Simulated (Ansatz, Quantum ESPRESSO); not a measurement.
# ZrB2 (P6/mmm): zone-centre phonons, part 2 of 3

Wanted: the vibrations of ZrB2 (P6/mmm) at Γ, by two programs.

Quantum ESPRESSO 7.5; DFT LDA, scalar-relativistic, plane waves, PseudoDojo norm-conserving pseudopotentials.

So far. Step 2 (A first look): No gap opens on this mesh, so smearing is kept; the start stands at -8.5 GPa. Step 4 (Ground state): The cell stands at -0.016 GPa, close enough for phonons. The relaxed cell has a = 3.133, c = 3.490 Å (conventional setting).

**5. Zone-centre response**

At q = 0 one unit cell holds all displacements; symmetry groups them into irreducible representations that are solved one by one. With smeared occupations no response to a homogeneous field can be asked.

File ph.in:

```
phonons
 &inputph
    prefix='x',
    outdir='./tmp',
    fildyn='g.dyn',
    tr2_ph=1.0d-18,
    alpha_mix(1)=0.4,
    nmix_ph=8,
 /
0.000000000000 0.000000000000 0.000000000000
```

Launch:

```console
$ OMP_NUM_THREADS=1 mpirun -n 8 ph.x -nk 8 -in ph.in > ph.out
```

The program printed:

```text
[banners, grids, parts of the stress and lines that vanish by symmetry left out]
[banner, memory and clock lines left out]
Program PHONON v.7.5

     ./tmp/x.save/

     IMPORTANT: XC functional enforced from input :
     Exchange-correlation= PW
                           (   1   4   0   0   0   0   0)
     Any further DFT definition will be discarded
     Please, verify this is what you really want

     G-vector sticks info

     Reading collected, re-writing distributed wavefunctions in ./tmp/

     Number and degeneracy of irreps per q-point
       N         xq(1)         xq(2)         xq(3)   N irreps
       1   0.000000000   0.000000000   0.000000000       6
        1   2   1   1   2   2

     Calculation of q =    0.0000000   0.0000000   0.0000000

     phonons

     bravais-lattice index     =            4
     lattice parameter (alat)  =       5.9209  a.u.
     unit-cell volume          =     200.2192 (a.u.)^3
     number of atoms/cell      =            3
     number of atomic types    =            2
     kinetic-energy cut-off    =      76.0000  Ry
     charge density cut-off    =     304.0000  Ry
     convergence threshold     =      1.0E-18
     beta                      =       0.4000
     number of iterations used =            8
     Exchange-correlation= PW
                           (   1   4   0   0   0   0   0)

     celldm(1)=    5.92092  celldm(2)=    0.00000  celldm(3)=    1.11380
     celldm(4)=    0.00000  celldm(5)=    0.00000  celldm(6)=    0.00000

     crystal axes: (cart. coord. in units of alat)
               a(1) = (  1.0000  0.0000  0.0000 )
               a(2) = ( -0.5000  0.8660  0.0000 )
               a(3) = (  0.0000  0.0000  1.1138 )

     reciprocal axes: (cart. coord. in units 2 pi/alat)
               b(1) = (  1.0000  0.5774 -0.0000 )
               b(2) = (  0.0000  1.1547  0.0000 )
               b(3) = (  0.0000 -0.0000  0.8978 )

     Atoms inside the unit cell:

     Cartesian axes

     site n.  atom      mass           positions (alat units)
        1  Zr     91.2240   tau(    1) = (    0.00000    0.00000    0.00000  )
        2  B      10.8100   tau(    2) = (   -0.00000    0.57735    0.55690  )
        3  B      10.8100   tau(    3) = (    0.50000    0.28868    0.55690  )

     Computing dynamical matrix for
                    q = (   0.0000000   0.0000000   0.0000000 )

     25 Sym.Ops. (with q -> -q+G )

     G cutoff =  269.9559  (  17941 G-vectors)     FFT grid: ( 36, 36, 40)

     number of k points=   189  Marzari-Vanderbilt smearing, width (Ry)=  0.0200

     PseudoPot. # 1 for Zr read from file:
     ./pseudo/Zr.upf
     Pseudo is Norm-conserving + core correction, Zval = 12.0
     Using radial grid of 1584 points,  6 beta functions with:
                l(1) =   0
                l(2) =   0
                l(3) =   1
                l(4) =   1
                l(5) =   2
                l(6) =   2

     PseudoPot. # 2 for B  read from file:
     ./pseudo/B.upf
     Pseudo is Norm-conserving + core correction, Zval =  3.0
     Using radial grid of 1498 points,  4 beta functions with:
                l(1) =   0
                l(2) =   0
                l(3) =   1
                l(4) =   1

     Mode symmetry, D_6h(6/mmm) point group:

     Atomic displacements:
     There are    6 irreducible representations

     Representation     1      1 modes -  To be done

     Representation     2      2 modes -  To be done

     Representation     3      1 modes -  To be done

     Representation     4      1 modes -  To be done

     Representation     5      2 modes -  To be done

     Representation     6      2 modes -  To be done

     Alpha used in Ewald sum =   2.8000

     Representation #   1 mode #   1

     Self-consistent Calculation
      iter #   1   av.it.:   4.9
      thresh= 1.000E-02 alpha_mix =  0.400 |ddv_scf|^2 =  6.061E-08
      iter #   2   av.it.:   9.5
      thresh= 2.462E-05 alpha_mix =  0.400 |ddv_scf|^2 =  1.319E-08
      iter #   3   av.it.:  10.0
      thresh= 1.149E-05 alpha_mix =  0.400 |ddv_scf|^2 =  1.649E-10
      iter #   4   av.it.:   9.8
      thresh= 1.284E-06 alpha_mix =  0.400 |ddv_scf|^2 =  7.523E-13
      iter #   5   av.it.:  10.3
      thresh= 8.674E-08 alpha_mix =  0.400 |ddv_scf|^2 =  2.610E-14
      iter #   6   av.it.:  10.2
      thresh= 1.616E-08 alpha_mix =  0.400 |ddv_scf|^2 =  2.004E-17
      iter #   7   av.it.:  10.2
      thresh= 4.477E-10 alpha_mix =  0.400 |ddv_scf|^2 =  3.169E-18
      iter #   8   av.it.:  10.0
      thresh= 1.780E-10 alpha_mix =  0.400 |ddv_scf|^2 =  8.975E-22

     End of self-consistent calculation

     Convergence has been achieved

     Representation #   2 modes #   2   3

     Self-consistent Calculation
      iter #   1   av.it.:   5.6
      thresh= 1.000E-02 alpha_mix =  0.400 |ddv_scf|^2 =  1.604E-07
      iter #   2   av.it.:  10.7
      thresh= 4.005E-05 alpha_mix =  0.400 |ddv_scf|^2 =  2.095E-08
      iter #   3   av.it.:  11.3
      thresh= 1.447E-05 alpha_mix =  0.400 |ddv_scf|^2 =  1.156E-10
      iter #   4   av.it.:  11.5
      thresh= 1.075E-06 alpha_mix =  0.400 |ddv_scf|^2 =  3.471E-12
      iter #   5   av.it.:  11.0
      thresh= 1.863E-07 alpha_mix =  0.400 |ddv_scf|^2 =  3.139E-13
      iter #   6   av.it.:  11.7
      thresh= 5.603E-08 alpha_mix =  0.400 |ddv_scf|^2 =  9.614E-16
[...]
End of self-consistent calculation

     Convergence has been achieved

     Representation #   3 mode #   4

     Self-consistent Calculation
[...]
End of self-consistent calculation

     Convergence has been achieved

     Representation #   4 mode #   5

     Self-consistent Calculation
[...]
End of self-consistent calculation

     Convergence has been achieved

     Representation #   5 modes #   6   7

     Self-consistent Calculation
[...]
End of self-consistent calculation

     Convergence has been achieved

     Representation #   6 modes #   8   9

     Self-consistent Calculation
[...]
iter #   3   av.it.:  11.2
      thresh= 4.759E-05 alpha_mix =  0.400 |ddv_scf|^2 =  4.796E-09
      iter #   4   av.it.:  11.9
      thresh= 6.925E-06 alpha_mix =  0.400 |ddv_scf|^2 =  9.995E-12
      iter #   5   av.it.:  11.1
      thresh= 3.161E-07 alpha_mix =  0.400 |ddv_scf|^2 =  2.484E-12
      iter #   6   av.it.:  11.9
      thresh= 1.576E-07 alpha_mix =  0.400 |ddv_scf|^2 =  4.980E-14
      iter #   7   av.it.:  11.8
      thresh= 2.232E-08 alpha_mix =  0.400 |ddv_scf|^2 =  3.525E-17
      iter #   8   av.it.:  11.2
      thresh= 5.938E-10 alpha_mix =  0.400 |ddv_scf|^2 =  1.094E-17
      iter #   9   av.it.:  11.8
      thresh= 3.307E-10 alpha_mix =  0.400 |ddv_scf|^2 =  4.628E-20

     End of self-consistent calculation

     Convergence has been achieved

     Number of q in the star =    1
     List of q in the star:
          1   0.000000000   0.000000000   0.000000000

     Diagonalizing the dynamical matrix

     q = (    0.000000000   0.000000000   0.000000000 )

 **************************************************************************
     freq (    1) =      -0.029710 [THz] =      -0.991032 [cm-1]
     freq (    2) =      -0.029652 [THz] =      -0.989080 [cm-1]
     freq (    3) =      -0.029652 [THz] =      -0.989080 [cm-1]
     freq (    4) =      14.028734 [THz] =     467.948205 [cm-1]
     freq (    5) =      14.028734 [THz] =     467.948205 [cm-1]
     freq (    6) =      14.662004 [THz] =     489.071814 [cm-1]
     freq (    7) =      17.300566 [THz] =     577.084766 [cm-1]
     freq (    8) =      23.862523 [THz] =     795.968088 [cm-1]
     freq (    9) =      23.862523 [THz] =     795.968088 [cm-1]
 **************************************************************************

     Mode symmetry, D_6h(6/mmm) point group:

     freq (   1-   1) =         -1.0  [cm-1]   --> A_2u            I
     freq (   2-   3) =         -1.0  [cm-1]   --> E_1u            I
     freq (   4-   5) =        467.9  [cm-1]   --> E_1u            I
     freq (   6-   6) =        489.1  [cm-1]   --> A_2u            I
     freq (   7-   7) =        577.1  [cm-1]   --> B_1g
     freq (   8-   9) =        796.0  [cm-1]   --> E_2g            R
```

Run time: 5.1 min. Hardware: 8 MPI ranks of Intel Xeon at 2.70GHz, shared host.

Read from the output:

```yaml
largest_acoustic_frequency_at_the_zone_centre_before_the_sum_rule: -0.99 cm⁻¹
highest_optical_zone_centre_mode_no_lo_to_term: 796.0 cm⁻¹
lowest_optical_zone_centre_mode: 467.9 cm⁻¹
```

The acoustic modes at Γ come out as far as 1.0 cm⁻¹ from zero, where they should vanish, a small numerical error.

**6. Modes with the sum rule**

A rigid shift of the crystal must cost nothing, but grids and finite bases break this; the acoustic sum rule is imposed before the matrix is diagonalised again.

File dynmat.in:

```
 &input
    fildyn='g.dyn',
    asr='crystal',
    fileig='dynmat.eig',
 /
```

Launch:

```console
$ dynmat.x -in dynmat.in > dynmat.out
```

The program printed:

```text
[banner, memory and clock lines left out]
Program DYNMAT v.7.5

     Reading Dynamical Matrix from file g.dyn
     ...Force constants read
     ...epsilon and Z* not read (not found on file)
     Acoustic Sum Rule: || Z*(ASR) - Z*(orig)|| =    0.000000E+00
     Acoustic Sum Rule: ||dyn(ASR) - dyn(orig)||=    1.422086E-05
     A direction for q was not specified:TO-LO splitting will be absent

     Polarizability (A^3 units)
     multiply by 1.000000 for Clausius-Mossotti correction
         0.000000    0.000000    0.000000
         0.000000    0.000000    0.000000
         0.000000    0.000000    0.000000

     IR activities are in (D/A)^2/amu units

# mode   [cm-1]    [THz]      IR
    1      0.00    0.0000    0.0000
    2      0.00    0.0000    0.0000
    3      0.00    0.0000    0.0000
    4    467.94   14.0286    0.0000
    5    467.94   14.0286    0.0000
    6    489.07   14.6619    0.0000
    7    577.08   17.3006    0.0000
    8    795.97   23.8625    0.0000
    9    795.97   23.8625    0.0000

[end of the log left out, with the tail of the file of modes that dynmat.x writes under the same name]
```

Wall time 0.74 s (1 thread).

Unit eigenvectors of the mass-weighted matrix after the sum rule; no LO-TO term. Modes at Γ, with each element's share of the kinetic energy:

```
mode  frequency (cm⁻¹)  symmetry  Zr %  B %
   1               0.0  acoustic    81   19
   2               0.0  acoustic    81   19
   3               0.0  acoustic    81   19
   4             467.9       E1u    19   81
   5             467.9       E1u    19   81
   6             489.1       A2u    19   81
   7             577.1       B1g     0  100
   8             796.0       E2g     0  100
   9             796.0       E2g     0  100
```

Displacements in mode 4 (467.9 cm⁻¹), the largest set to 1:
```
Zr1 -0.12 -0.24  0.00
B2   0.50  1.00  0.00
B3   0.50  1.00  0.00
```

Displacements in mode 7 (577.1 cm⁻¹), the largest set to 1:
```
Zr1  0.00  0.00  0.00
B2   0.00  0.00  1.00
B3   0.00  0.00 -1.00
```

The rule moves no optical mode by more than 0.1 cm⁻¹.

**7. Sum rules set otherwise: a sum rule for molecules or wires on a crystal**

This rule also removes rotations, which suits molecules and not a crystal; it is tried to see the harm.

File dynmat.in:

```
 &input
    fildyn='g.dyn',
    asr='zero-dim',
    fileig='dynmat.eig',
 /
```

Launch:

```console
$ dynmat.x -in dynmat.in > dynmat.out
```

The program printed:

```text
[banner, memory and clock lines left out]
Program DYNMAT v.7.5

     Reading Dynamical Matrix from file g.dyn
     ...Force constants read
     ...epsilon and Z* not read (not found on file)
     Acoustic Sum Rule: || Z*(ASR) - Z*(orig)|| =    0.000000E+00
     Acoustic Sum Rule: ||dyn(ASR) - dyn(orig)||=    7.605993E-01
     A direction for q was not specified:TO-LO splitting will be absent

     Polarizability (A^3 units)
     multiply by 1.000000 for Clausius-Mossotti correction
         0.000000    0.000000    0.000000
         0.000000    0.000000    0.000000
         0.000000    0.000000    0.000000

     IR activities are in (D/A)^2/amu units

# mode   [cm-1]    [THz]      IR
    1     -0.00   -0.0000    0.0000
    2     -0.00   -0.0000    0.0000
    3     -0.00   -0.0000    0.0000
    4      0.00    0.0000    0.0000
    5      0.00    0.0000    0.0000
    6      0.00    0.0000    0.0000
    7    479.75   14.3827    0.0000
    8    631.34   18.9270    0.0000
    9    795.97   23.8625    0.0000

[end of the log left out, with the tail of the file of modes that dynmat.x writes under the same name]
```

Elapsed: 0.67 s, on 1 thread.

The program raised no error, yet the settings are not those of a careful run.

The fault: a sum rule for molecules or wires on a crystal; 3 optical modes are projected out to zero frequency, as if they were rotations.

For a crystal the rule has to be 'simple' or 'crystal'.

Zone-centre frequencies as printed; negative means imaginary. Modes:

```
mode  frequency (cm⁻¹)
   1                 0
   2                 0
   3                 0
   4                 0
   5                 0
   6                 0
   7             479.8
   8             631.3
   9               796
```

**8. Sum rules set otherwise (asr simple)**

The rule can be imposed in more than one way; the choices should agree where the raw error is small.

File dynmat.in:

```
 &input
    fildyn='g.dyn',
    asr='simple',
    fileig='dynmat.eig',
 /
```

Launch:

```console
$ dynmat.x -in dynmat.in > dynmat.out
```

The program printed:

```text
[banner, memory and clock lines left out]
Program DYNMAT v.7.5

     Reading Dynamical Matrix from file g.dyn
     ...Force constants read
     ...epsilon and Z* not read (not found on file)
     A direction for q was not specified:TO-LO splitting will be absent

     Polarizability (A^3 units)
     multiply by 1.000000 for Clausius-Mossotti correction
         0.000000    0.000000    0.000000
         0.000000    0.000000    0.000000
         0.000000    0.000000    0.000000

     IR activities are in (D/A)^2/amu units

# mode   [cm-1]    [THz]      IR
    1     -0.00   -0.0000    0.0000
    2     -0.00   -0.0000    0.0000
    3      0.00    0.0000    0.0000
    4    467.95   14.0287    0.0000
    5    467.95   14.0287    0.0000
    6    489.07   14.6620    0.0000
    7    577.08   17.3005    0.0000
    8    795.97   23.8625    0.0000
    9    795.97   23.8625    0.0000

cm-1]
[end of the log left out, with the tail of the file of modes that dynmat.x writes under the same name]
```

Wall time 0.71 s (1 thread).

Zone-centre frequencies as printed; negative means imaginary. Modes:

```
mode  frequency (cm⁻¹)
   1                 0
   2                 0
   3                 0
   4             467.9
   5             467.9
   6             489.1
   7             577.1
   8               796
   9               796
```

Against the first rule no mode moves by more than 0.1 cm⁻¹.

[end of part 2 of 3]

[Host names and launcher messages were left out of these logs when they were recorded.]

[Logs are printed without paths, hosts, clocks, repeated set-up lines and the standing remarks that a program may print on its own settings, such as how far it seeks lower states.]

[Hosts, paths, dates, database ids (printed as entryN), source tags and the programs' standing remarks are cut or masked in the printed files.]
